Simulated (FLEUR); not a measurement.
Computed results, one entry a study.

```
! title: Collinear magnetic orders of Mn3GaC with FLEUR
! method: LDA (VWN); all-electron FLAPW, Dirac cores, scalar-relativistic bands (and 1 further level or step)
! program: FLEUR MaX-R8.1
! settings of one run: kmax 4.4 1/bohr, gmax 13.2 1/bohr, muffin tin radii Mn: 2.29, Ga: 2.78, C: 1.3 bohr, lmax Mn: [8, 6], Ga: [10, 8], C: [6, 4], hist occupations, smearing width 0.03 eV, mixer Anderson, mixing 0.05, max iterations 90, stop 2.00e-5 me/bohr³, collinear spin, 8×8×8 k-mesh, mesh matched on, starting moments 3.5 3.5 3.5 0 0 μB
! cost: 5 runs, 23 min in all on 4 MPI ranks of Arm Neoverse V2, shared host (the runs of this entry)
! notes: The run is spin-polarised, with a total moment of 4.38 μB a cell. This is the lowest of 3 finished starts, no proof of the ground state.
! lowest state found: ferromagnetic (initial ferro +++)
! largest site spin moment: 1.51 μB
! next finished state: ferrimagnetic, 35.4 meV a seeded atom higher
! energy gained by spin polarisation: 154 meV a seeded atom
! orbital moment on the atom of largest spin, along its spin (spin–orbit run): 0.0505 μB
CELL_PARAMETERS angstrom
3.89600 0.00000 0.00000
0.00000 3.89600 0.00000
0.00000 0.00000 3.89600
ATOMIC_POSITIONS crystal
Mn 0.00000 0.50000 0.50000
Mn 0.50000 0.00000 0.50000
Mn 0.50000 0.50000 0.00000
Ga 0.00000 0.00000 0.00000
C 0.50000 0.50000 0.50000
```

[Logs and program files are shortened in this print: banners, set-up blocks, solver, clock and traceback lines can be left out without a mark of their own.]

[Logs are printed without paths, hosts, clocks, repeated set-up lines and the standing remarks that a program may print on its own settings, such as how far it seeks lower states.]

[Hosts, paths, dates, database ids (printed as entryN), source tags and the programs' standing remarks are cut or masked in the printed files.]

[Where a cell is said to come from a database of computed structures, the database is the Materials Project.]
